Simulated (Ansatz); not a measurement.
# How AlN absorbs and reflects light, part 2 of 2

Wanted: where AlN starts to absorb, how strongly, and its refractive index. The cell comes from an older database entry, whose edges can differ from later determinations, mostly by under a per cent.

Ansatz 0.2.0; DFT, PBE, plane-wave PAW, default files, scalar-relativistic, independent-particle optical response without local fields.

So far. Step 2 (Ground state and bands): There is a gap, 4.21 eV on the path, so no carriers' term is needed. The cell is left with a pressure of 3.7 GPa and forces up to 0.13 eV/Å, as it stands unrelaxed at this level.

The database entry behind the starting cell differs from other determinations of this structure, so it need not match the best structure at room temperature.

### Step 3. Spectrum

The spectrum is a sum over vertical transitions between filled and empty bands at the fixed density, so many empty bands are needed.

This step: DFT, PBE, plane-wave PAW, default files, scalar-relativistic, independent-particle optical response without local fields (Ansatz 0.2.0).

File input.yaml:

```yaml
crystal:
  lattice:
    - [3.113, 0.0, 0.0]
    - [-1.5565, 2.695937082, 0.0]
    - [0.0, 0.0, 4.981]
  atoms:
    - { symbol: Al, position: [0.6666666667, 0.3333333333, 0.5] }
    - { symbol: Al, position: [0.3333333333, 0.6666666667, 0.0] }
    - { symbol: "N", position: [0.6666666667, 0.3333333333, 0.88] }
    - { symbol: "N", position: [0.3333333333, 0.6666666667, 0.38] }
kpoints:
  mp_grid: { grid: [8, 8, 5] }
scf:
  occupations: { method: fixed }
hamiltonian:
  xc: pbe
  pseudopotentials: { kind: paw }
output:
  optics:
    e_range: [0, 22]
    de: 0.05
    sigma: 0.2
    nscf_kmesh: { grid: [12, 12, 7] }
    bands: { spectra_wanted_up_to: 22 }
```

Started as:

```sh
$ ansatz run input.yaml --threads 4 --pin off --max-ram 8192MiB --backend cpu --events-out ev --progress --plain --runs-dir out
```

Output:

```text
[...]
Crystal: 4 atoms, lattice volume = 41.803 Å³
Basis set: ecut = 420 eV, 809 PW (Γ)
Bands: 12, of which v1, the nominal top of the filled ones, is band 8 counted from 1 (7 counted from 0)
Symmetry: 12 space group operations
[...]
k-points: 30 of 320 (time reversal used)
[...]
SCF iter   1: F=—  HF=-1848.497351 eV  |F-HF|=—  |Δ(HF+E_count)|=         —  Δρ=8.31e-4  dr2=1.41e-4  ethr=1.77e-3  ⟨swp⟩=5.0  Hψ=1993  notcnv=0  defer=53
[...]
SCF iter   7: F=-1848.497750 eV  HF=-1848.497750 eV  |F-HF|=4.55e-13  |Δ(HF+E_count)|=  2.61e-11  Δρ=5.41e-8  dr2=7.17e-13  ethr=1.00e-12  ⟨swp⟩=3.4  Hψ=1330  notcnv=0
SCF 1 converged in 7 iterations: F = -1848.497750 eV  dr2 = 7.17e-13
[...]
NSCF: frozen V_eff on 76 k-points
[...]
output.optics: what the bands over the 33 summed would add to eps1, eps2 and the energy-loss function is held between a lower and an upper bound (8 Lanczos steps). eps1, eps2 and their loss function (loss_summed_bands) are given on every row as the summed bands alone make them. Along an axis, on a row where the two bounds hold the loss function to about 1 % of the greater of itself and 0.5 % of |1/eps|, its cell (loss_completed) is given, with the completed eps1 and eps2 that it is formed of (a cell that is left empty reads nan in the table and null in the record). The two bounds hold it so along every axis on all 441 rows up to 22.000 eV. [rest of the remark cut]
SCF converged after 7 iterations
Free energy (F): -1848.497750 eV
[...]
Internal energy: -1848.497750 eV  (E = F + TS)
E sigma→0 (E₀):  -1848.497750 eV
Fermi energy:    7.119498 eV
[...]
--- Band table (eV; the first three rows and the last of 30) ---
  k-point 0: bands = [... 4 lower, 6.2906, 6.9399, 6.9399, 7.1195, 11.3324, 13.7884, 17.7301, 18.2932]
  k-point 1: bands = [... 4 lower, 6.3493, 6.3493, 6.8744, 6.8744, 12.0017, 13.8769, 17.4953, 18.2558]
  k-point 2: bands = [... 4 lower, 6.5062, 6.5062, 6.7067, 6.7067, 13.1399, 13.8473, 17.2791, 17.9078]
  k-point 29: bands = [... 4 lower, 3.3945, 3.9905, 6.0589, 6.3090, 13.6156, 14.4321, 15.5065, 15.7888]
```

Run time: 15 s. Hardware: 4 threads of Intel Xeon Platinum 8375C at 2.90GHz (Ice Lake), shared host; peak memory 0.73 GiB.

Read-outs:

```
electronic dielectric constant ε∞, mean of the axes                                   : 4.652
absorption onset, first axis (α over 10⁴ cm⁻¹, or the direct gap if that lies higher) : 4.336 eV
main peak of Im epsilon, first axis                                                   : 7.939 eV
least direct gap on the mesh                                                          : 4.213 eV
bands summed                                                                          : 33
spectra valid up to                                                                   : 31.20 eV
program's estimate of the k-sum error in Im epsilon                                   : 0.06 %
electrons in the f-sum                                                                : 12.62
```

The Im ε has structure finer than the step of the table below, so its rows give means over 0.5 eV. Peaks (eV: height): E ∥ x or y 7.95: 9.49, 10.80: 6.81, 11.80: 5.77; E ∥ z 6.75: 9.90, 9.80: 7.10, 11.80: 7.19.

The Im ε by photon energy; means over each step:

| photon energy (eV) | E ∥ x or y | E ∥ z |
| --- | --- | --- |
| 3.5 | 0 | 0 |
| 4.0 | 0.00667 | 0.0473 |
| 4.5 | 0.332 | 0.523 |
| 5.0 | 0.795 | 0.893 |
| 5.5 | 1.05 | 1.15 |
| 6.0 | 2.12 | 3.40 |
| 6.5 | 4.48 | 8.50 |
| 7.0 | 6.72 | 9.33 |
| 7.5 | 8.53 | 8.86 |
| 8.0 | 9.06 | 5.28 |
| 8.5 | 6.52 | 3.67 |
| 9.0 | 5.67 | 4.10 |
| 9.5 | 4.16 | 6.30 |
| 10.0 | 4.51 | 6.32 |
| 10.5 | 5.38 | 5.39 |
| 11.0 | 5.78 | 4.27 |
| 11.5 | 4.90 | 5.04 |
| 12.0 | 5.53 | 6.29 |
| 12.5 | 5.38 | 4.86 |
| 13.0 | 4.66 | 4.22 |
| 13.5 | 3.54 | 3.01 |
| 14.0 | 2.95 | 2.47 |
| 14.5 | 2.42 | 2.31 |
| 15.0 | 1.75 | 1.97 |
| 15.5 | 1.39 | 1.49 |
| 16.0 | 1.19 | 1.19 |
| 16.5 | 1.03 | 0.997 |
| 17.0 | 0.932 | 0.920 |
| 17.5 | 0.623 | 0.654 |
| 18.0 | 0.464 | 0.444 |
| 18.5 | 0.439 | 0.400 |
| 19.0 | 0.411 | 0.430 |
| 19.5 | 0.370 | 0.422 |
| 20.0 | 0.319 | 0.387 |
| 20.5 | 0.305 | 0.373 |
| 21.0 | 0.301 | 0.369 |
| 21.5 | 0.256 | 0.341 |

Re ε against photon energy:

| photon energy (eV) | E ∥ x or y | E ∥ z |
| --- | --- | --- |
| 0.0 | 4.59 | 4.77 |
| 0.5 | 4.60 | 4.79 |
| 1.0 | 4.64 | 4.83 |
| 1.5 | 4.71 | 4.90 |
| 2.0 | 4.80 | 5.02 |
| 2.5 | 4.94 | 5.17 |
| 3.0 | 5.12 | 5.40 |
| 3.5 | 5.39 | 5.71 |
| 4.0 | 5.79 | 6.26 |
| 4.5 | 6.51 | 6.91 |
| 5.0 | 6.78 | 7.32 |
| 5.5 | 7.35 | 8.29 |
| 6.0 | 8.91 | 11.3 |
| 6.5 | 9.08 | 9.53 |
| 7.0 | 8.38 | 4.62 |
| 7.5 | 6.09 | 1.89 |
| 8.0 | 2.68 | 0.101 |
| 8.5 | 0.803 | 1.83 |
| 9.0 | 0.986 | 3.40 |
| 9.5 | 0.893 | 3.45 |
| 10.0 | 2.22 | 0.379 |
| 10.5 | 2.49 | 1.12 |
| 11.0 | -0.294 | -0.204 |
| 11.5 | 1.19 | 2.38 |
| 12.0 | -0.127 | -1.13 |
| 12.5 | -1.07 | -1.57 |
| 13.0 | -1.77 | -1.99 |
| 13.5 | -2.21 | -2.31 |
| 14.0 | -1.91 | -1.58 |
| 14.5 | -2.12 | -1.58 |
| 15.0 | -1.90 | -1.70 |
| 15.5 | -1.55 | -1.55 |
| 16.0 | -1.33 | -1.32 |
| 16.5 | -1.15 | -1.11 |
| 17.0 | -1.04 | -0.973 |
| 17.5 | -0.978 | -0.951 |
| 18.0 | -0.675 | -0.663 |
| 18.5 | -0.487 | -0.421 |
| 19.0 | -0.364 | -0.273 |
| 19.5 | -0.272 | -0.194 |
| 20.0 | -0.164 | -0.124 |
| 20.5 | -0.0493 | -0.0272 |
| 21.0 | 0.00848 | 0.0311 |
| 21.5 | 0.0765 | 0.0701 |
| 22.0 | 0.163 | 0.126 |

The reflectivity at normal incidence has structure finer than the step of the table below, so its rows give means over 0.5 eV. Peaks (eV: height): E ∥ x or y 8.10: 37.0, 10.95: 34.7, 17.65: 57.7; E ∥ z 7.60: 38.4, 10.00: 33.9, 10.80: 33.1, 13.50: 47.3, 17.75: 57.1.

The reflectivity at normal incidence by photon energy; means over each step:

| photon energy (eV) | E ∥ x or y (%) | E ∥ z (%) |
| --- | --- | --- |
| 0.5 | 13.3 | 13.9 |
| 1.0 | 13.4 | 14.0 |
| 1.5 | 13.6 | 14.3 |
| 2.0 | 13.9 | 14.6 |
| 2.5 | 14.4 | 15.2 |
| 3.0 | 15.0 | 15.9 |
| 3.5 | 15.8 | 16.8 |
| 4.0 | 17.1 | 18.4 |
| 4.5 | 19.0 | 20.2 |
| 5.0 | 20.0 | 21.5 |
| 5.5 | 21.7 | 23.9 |
| 6.0 | 25.4 | 30.2 |
| 6.5 | 28.4 | 34.8 |
| 7.0 | 30.9 | 35.1 |
| 7.5 | 33.3 | 37.0 |
| 8.0 | 36.2 | 30.7 |
| 8.5 | 32.3 | 19.7 |
| 9.0 | 29.8 | 20.4 |
| 9.5 | 24.0 | 28.2 |
| 10.0 | 22.7 | 32.5 |
| 10.5 | 25.8 | 29.4 |
| 11.0 | 32.8 | 28.3 |
| 11.5 | 27.1 | 24.9 |
| 12.0 | 32.6 | 37.8 |
| 12.5 | 36.8 | 39.1 |
| 13.0 | 40.6 | 42.0 |
| 13.5 | 44.3 | 46.4 |
| 14.0 | 43.7 | 41.6 |
| 14.5 | 47.9 | 41.9 |
| 15.0 | 50.8 | 45.5 |
| 15.5 | 50.0 | 48.3 |
| 16.0 | 48.8 | 48.7 |
| 16.5 | 47.9 | 47.8 |
| 17.0 | 48.3 | 46.7 |
| 17.5 | 56.4 | 54.2 |
| 18.0 | 54.6 | 55.2 |
| 18.5 | 48.1 | 47.3 |
| 19.0 | 43.7 | 37.5 |
| 19.5 | 40.8 | 33.2 |
| 20.0 | 36.9 | 30.1 |
| 20.5 | 29.2 | 24.7 |
| 21.0 | 24.6 | 21.2 |
| 21.5 | 20.8 | 19.1 |

Table of refractive index n and extinction k by photon energy:

| photon energy (eV) | n, E ∥ x or y | k, E ∥ x or y | n, E ∥ z | k, E ∥ z |
| --- | --- | --- | --- | --- |
| 0 | 2.14 | 0 | 2.18 | 0 |
| 1 | 2.15 | 0 | 2.20 | 0 |
| 2 | 2.19 | 0 | 2.24 | 0 |
| 3 | 2.26 | 0 | 2.32 | 0 |
| 4 | 2.41 | 1.4e-4 | 2.50 | 0.00315 |
| 5 | 2.61 | 0.154 | 2.71 | 0.166 |
| 6 | 3.00 | 0.340 | 3.40 | 0.461 |
| 7 | 3.09 | 1.09 | 2.74 | 1.70 |
| 8 | 2.50 | 1.89 | 1.61 | 1.57 |
| 9 | 1.85 | 1.56 | 2.08 | 0.958 |
| 10 | 1.92 | 1.21 | 1.86 | 1.75 |
| 11 | 1.67 | 1.76 | 1.39 | 1.46 |
| 12 | 1.63 | 1.67 | 1.61 | 1.93 |
| 13 | 1.29 | 1.85 | 1.18 | 1.84 |
| 14 | 0.895 | 1.65 | 0.824 | 1.50 |
| 15 | 0.581 | 1.50 | 0.673 | 1.47 |
| 16 | 0.477 | 1.25 | 0.480 | 1.25 |
| 17 | 0.436 | 1.11 | 0.438 | 1.08 |
| 18 | 0.265 | 0.863 | 0.258 | 0.854 |
| 19 | 0.304 | 0.676 | 0.347 | 0.627 |
| 20 | 0.311 | 0.510 | 0.375 | 0.515 |
| 21 | 0.396 | 0.386 | 0.448 | 0.412 |
| 22 | 0.478 | 0.257 | 0.487 | 0.333 |

Values under 1 per cm are given as 1. The absorption coefficient by photon energy:

| photon energy (eV) | E ∥ x or y (1/cm) | E ∥ z (1/cm) |
| --- | --- | --- |
| 0.00 | 1 | 1 |
| 1.00 | 1 | 1 |
| 2.00 | 1 | 1 |
| 3.00 | 1 | 1 |
| 4.00 | 58.7 | 1278 |
| 5.00 | 77837 | 83893 |
| 6.00 | 2.1e5 | 2.8e5 |
| 7.00 | 7.7e5 | 1.2e6 |
| 8.00 | 1.5e6 | 1.3e6 |
| 9.00 | 1.4e6 | 8.7e5 |
| 10.00 | 1.2e6 | 1.8e6 |
| 11.00 | 2.0e6 | 1.6e6 |
| 12.00 | 2.0e6 | 2.4e6 |
| 13.00 | 2.4e6 | 2.4e6 |
| 14.00 | 2.3e6 | 2.1e6 |
| 15.00 | 2.3e6 | 2.2e6 |
| 16.00 | 2.0e6 | 2.0e6 |
| 17.00 | 1.9e6 | 1.9e6 |
| 18.00 | 1.6e6 | 1.6e6 |
| 19.00 | 1.3e6 | 1.2e6 |
| 20.00 | 1.0e6 | 1.0e6 |
| 21.00 | 8.2e5 | 8.8e5 |
| 22.00 | 5.7e5 | 7.4e5 |

Optical constants at common wavelengths, from n + ik = √ε:

| wavelength (nm) | n xy | k xy | R (%) xy | 1/α xy | n z | k z | R (%) z | 1/α z |
| --- | --- | --- | --- | --- | --- | --- | --- | --- |
| 1064 | 2.16 | 0.000 | 13.5 | over 1 mm | 2.20 | 0.000 | 14.1 | over 1 mm |
| 633 | 2.19 | 0.000 | 13.9 | over 1 mm | 2.24 | 0.000 | 14.6 | over 1 mm |
| 450 | 2.24 | 0.000 | 14.7 | over 1 mm | 2.30 | 0.000 | 15.5 | over 1 mm |
| 405 | 2.27 | 0.000 | 15.1 | over 1 mm | 2.33 | 0.000 | 16.0 | over 1 mm |
| 365 | 2.31 | 0.000 | 15.6 | over 1 mm | 2.37 | 0.000 | 16.6 | over 1 mm |
| 308 | 2.41 | 0.000 | 17.1 | 88 µm | 2.51 | 0.005 | 18.5 | 5.1 µm |
| 193 | 3.09 | 0.665 | 28.0 | 23 nm | 3.39 | 1.180 | 34.4 | 13 nm |

Rows near the edge hang on the gap, which this functional as a rule makes too small, and phonon-assisted absorption over an indirect gap is left out.

A film 1 µm thick would pass 75 % of daylight and look colourless, dimmed by reflection in transmission (x = 0.314, y = 0.330).

At 1064 nm the birefringence n(z) − n(x) is +0.044: the crystal is uniaxial positive at this level.

The first strong peak, at 7.94 eV, fits the third-highest filled and the second-lowest empty band, which run nearly parallel at that distance over 44 % of L–M; the match rests on energies alone.

The f-sum over the summed bands holds 12.6 of the cell's 16 electrons outside the frozen cores, 4 of which lie in bands more than 12 eV below the Fermi level, whose transitions come at higher energies. Up to 22 eV the strength has a mean oscillator energy of 10.0 eV, well above the main peak, so higher transitions carry much of it.

### Step 4. Static response with local fields

A static field by perturbation theory: the induced potential is included, and the Born charges come with it.

This step: DFT, PBE, plane-wave PAW, default files, scalar-relativistic, static field response by perturbation theory with local fields (Ansatz 0.2.0).

Changes to input.yaml since step 3:

```diff
@@ -17,8 +17,2 @@
   pseudopotentials: { kind: paw }
-output:
-  optics:
-    e_range: [0, 22]
-    de: 0.05
-    sigma: 0.2
-    nscf_kmesh: { grid: [12, 12, 7] }
-    bands: { spectra_wanted_up_to: 22 }
+dielectric: {}
```

Output:

```text
[...]
Crystal: 4 atoms, lattice volume = 41.803 Å³
Basis set: ecut = 420 eV, 809 PW (Γ), exchange–correlation on 48×48×72 points (8 copies of the dense FFT grid, shifted against one another)
Bands: 12, of which v1, the nominal top of the filled ones, is band 8 counted from 1 (7 counted from 0)
Symmetry: 12 space group operations
k-points: 93 of 320 (irreducible under 2 space group operations, time reversal used)
[...]
SCF iter   1: F=—  HF=-1848.497149 eV  |F-HF|=—  |Δ(HF+E_count)|=         —  Δρ=8.30e-4  dr2=1.40e-4  ethr=1.77e-3  ⟨swp⟩=4.9  Hψ=6174  notcnv=0  defer=161
[...]
SCF iter   6: F=-1848.497550 eV  HF=-1848.497550 eV  |F-HF|=2.09e-11  |Δ(HF+E_count)|=   4.17e-9  Δρ=3.11e-7  dr2=2.21e-11  ethr=1.00e-12  ⟨swp⟩=2.3  Hψ=5145  notcnv=0
SCF 1 converged in 6 iterations: F = -1848.497550 eV  dr2 = 2.21e-11
[...]
DFPT response loops at Γ: preconditioner auto → none (the input reference at scf.mixing.eps_inf says where Resta's filter doesn't serve); β = 0.50; Broyden in place of MSR1
── the response to a field inside a basis, on 8×8×6 k-points: an SCF that follows is theirs, and a resumed run solves both again ──
Bands: 9, of which v1, the nominal top of the filled ones, is band 8 counted from 1 (7 counted from 0)
k-points: 60 of 384 (irreducible under 4 space group operations, time reversal used)
[...]
Eigensolver: Dense (60 Hₖ)
SCF iter   1: F=—  HF=-1848.499752 eV  |F-HF|=—  |Δ(HF+E_count)|=         —  Δρ=3.52e-4  dr2=7.88e-6  ethr=1.00e-1
[...]
SCF iter   4: F=-1848.499766 eV  HF=-1848.499766 eV  |F-HF|=4.28e-9  |Δ(HF+E_count)|=   2.94e-7  Δρ=5.28e-6  dr2=3.30e-9  ethr=3.61e-9
SCF 1 converged in 4 iterations: F = -1848.499766 eV  dr2 = 3.30e-9
[...]
SCF converged after 6 iterations
Free energy (F): -1848.497550 eV
[...]
Internal energy: -1848.497550 eV  (E = F + TS)
E sigma→0 (E₀):  -1848.497550 eV
Fermi energy:    7.119595 eV
[...]
--- Band table (eV; the first three rows and the last of 93) ---
  k-point 0: bands = [... 4 lower, 6.2906, 6.9400, 6.9400, 7.1196, 11.3323, 13.7884, 17.7301, 18.2932]
  k-point 1: bands = [... 4 lower, 6.3494, 6.3494, 6.8744, 6.8744, 12.0017, 13.8769, 17.4953, 18.2559]
  k-point 2: bands = [... 4 lower, 6.5062, 6.5062, 6.7067, 6.7067, 13.1399, 13.8474, 17.2791, 17.9078]
  k-point 92: bands = [... 4 lower, 3.9913, 4.4495, 5.7666, 6.3721, 13.6480, 13.9614, 15.9772, 16.3754]
--- Dielectric response (ions clamped): 3 representative field directions + reference, inside a basis on a mesh of 384 k-points (Σ response iterations 15) ---
  ε∞ (high-frequency dielectric tensor):
        4.446357    -0.000000     0.000000
       -0.000000     4.446357     0.000000
        0.000000     0.000000     4.644923
  Born effective charges Z* (e; rows j = field, columns β = displacement):
    site 0:
         2.52784   -0.00000    0.00000
        -0.00000    2.52784   -0.00000
         0.00000   -0.00000    2.68167
    site 1:
         2.52784   -0.00000    0.00000
        -0.00000    2.52784    0.00000
         0.00000    0.00000    2.68167
    site 2:
        -2.52784    0.00000   -0.00000
         0.00000   -2.52784    0.00000
        -0.00000   -0.00000   -2.68167
    site 3:
        -2.52784    0.00000   -0.00000
         0.00000   -2.52784   -0.00000
        -0.00000   -0.00000   -2.68167
  Z* charge neutrality: 1.325e-3 e pre-enforcement
  solved inside a basis spanned on kpoints, on 8×8×6 k-points, its susceptibility summed on 12×12×6: ε∞ is read to err by 1.5e-2, Z* by 1.2e-2 e (field_mesh: kpoints solves on kpoints); Z* is corrected for what the basis lacks
```

It took 15 s on 4 threads; peak memory 0.58 GiB.

Numbers from this step:

| Item | Value |
| --- | --- |
| electronic dielectric constant ε∞, mean of the axes | 4.513 |

ε∞ with local fields:

```
4.45 0.00 0.00
0.00 4.45 0.00
0.00 0.00 4.64
```

Diagonal elements. Born, by row:

| atom | Z*xx (e) | Z*yy (e) | Z*zz (e) |
| --- | --- | --- | --- |
| Al1 | 2.528 | 2.528 | 2.682 |
| Al2 | 2.528 | 2.528 | 2.682 |
| N3 | -2.528 | -2.528 | -2.682 |
| N4 | -2.528 | -2.528 | -2.682 |

Mean Born charges are Al +2.58 and N -2.58, against formal valences of +3 and -3. They lie near the ionic values.

### Step 5. Results

```yaml
gap_on_the_path: 4.21 eV
least_direct_gap_on_the_path: 4.21 eV
electronic_dielectric_constant_eps_infinity_mean_of_the_axes_independent_particles: 4.65
absorption_onset_first_axis_alpha_over_1e4_cm_minus1_or_the_direct_gap_if_that_lies_higher: 4.34 eV
main_peak_of_im_epsilon_first_axis: 7.94 eV
electronic_dielectric_constant_eps_infinity_mean_of_the_axes_static_response_with_local_fields: 4.51
```

What this shows: At this level (PBE, independent particles) AlN has a mean ε∞ = 4.65 (4.51 with local fields) and n = 2.15 at 1550 nm (E ∥ x); absorption sets in near 4.3 eV, and Im ε peaks at 7.9 eV (E ∥ x). The gap on the path is direct, 4.21 eV. The absorption coefficient passes 10⁴ cm⁻¹ at 4.34 eV, in the ultraviolet, so the visible is passed. Im ε has its chief maxima at 7.94 eV (9.5), 10.81 eV (6.8) and 11.79 eV (5.8) for E ∥ x or y. The static values by axis are 4.59 (xy), 4.77 (z). The first strong peak, at 7.94 eV, fits the third-highest filled and the second-lowest empty band, which run nearly parallel at that distance over 44 % of L–M; the match rests on energies alone. A film 1 µm thick would pass 75 % of daylight and look colourless, dimmed by reflection in transmission (x = 0.314, y = 0.330). At 1064 nm the birefringence n(z) − n(x) is +0.044: the crystal is uniaxial positive at this level. In the base spectrum excitons and phonon-assisted transitions are missing, and so are local fields; PBE gaps are as a rule too small, which pulls the onset down and ε∞ up. In the base run ε includes the program's bounded estimate of what the bands above those summed add.

[Long decimals in the printed logs are rounded to 6 places.]

[Logs are printed without paths, hosts, clocks, repeated set-up lines and the standing remarks that a program may print on its own settings, such as how far it seeks lower states.]

[Hosts, paths, dates, database ids (printed as entryN), source tags and the programs' standing remarks are cut or masked in the printed files.]

[Where the starting crystal was built by hand or by swapping elements, it need not be the compound's stable phase.]

[The count of steps not shown may lack steps that the program refused or didn't finish.]
